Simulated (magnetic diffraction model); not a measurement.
# YbMg2NbS6: what an assumed order does to the neutron pattern

Space group C2/m (no. 12), a = 11.4380 Å, b = 6.7570 Å, c = 6.7410 Å, β = 125.80°.

| site | atom | x | y | z |
| --- | --- | --- | --- | --- |
| 2a | Yb | 0 | 0 | 0 |
| 2d | Nb | 1/2 | 0 | 1/2 |
| 8j | S | 0.9695 | 0.7331 | 0.7029 |
| 4i | S | 0.2285 | 1/2 | 0.7787 |
| 4i | Mg | 0.7504 | 0 | 0.2492 |

This is a made-up structure (elements placed in a structure type, unrelaxed), so the numbers test the method and describe no known phase.

Only Yb is taken to order (form factors of Yb3+); orders and moment sizes are assumed, and not adapted to the symmetry. Radiation: neutrons of λ = 4.2 Å, 5° to 80°; isotropic B of 0.15 Å² (Yb), 0.21 Å² (Nb), 0.28 Å² (S) and 0.28 Å² (Mg). Simulated constant-wavelength pattern: nuclear and magnetic terms add, the magnetic one as |2.695 fm × Σ f S⊥ exp(2πi Q·r) exp(−B s²)|², summed over all Q at one angle with the factor 1/(sin²θ cos θ). For collinear order S is the moment m, which repeats by lattice and centring translations R with the sign exp(−2πi k·R). Free-ion form factors, Sears's scattering lengths of 1992, no absorption; a label names one of the reflections at its angle. The strongest nuclear line in the range is 100, and lines under 0.2 are left out.

Assume the order k = (0 0 1/2), collinear moments along [010], 3 μB on Yb.

Q: Where does magnetic intensity appear, and how strong is it?

```csv
2θ (°),index,nuclear,magnetic
22.14,(0 0 1/2),0.0,43.9
42.92,(1 1 -1/2),0.0,6.8
43.97,(2 0 -1/2),0.0,11.7
45.17,(0 0 1),1.8,0.0
45.22,(1 1 0),4.3,0.0
45.42,(2 0 -1),2.6,0.0
52.21,(1 1 -1),57.6,0.0
53.84,(2 0 0),25.7,0.0
57.55,(2 0 -3/2),0.0,7.2
58.07,(1 1 1/2),0.0,8.4
69.78,(1 1 -3/2),0.0,7.5
70.36,(0 0 3/2),0.0,5.2
71.77,(2 0 1/2),0.0,5.1
76.86,(0 2 0),49.7,0.0
77.08,(2 0 -2),45.2,0.0
78.12,(1 1 1),100.0,0.0
78.48,(3 1 -1),99.8,0.0
```

The strongest magnetic line in the range is (0 0 1/2) at 22.14° (43.9). On top of the Lorentz factor, which all lines share, magnetic lines fade with angle because f falls: for Yb3+ it is 0.97, 0.88, 0.76 and 0.51 at sin θ/λ = 0.1, 0.2, 0.3 and 0.5 Å⁻¹, while nuclear lengths stay constant. The order has no net moment.

[Logs are printed without paths, hosts, clocks, repeated set-up lines and the standing remarks that a program may print on its own settings, such as how far it seeks lower states.]
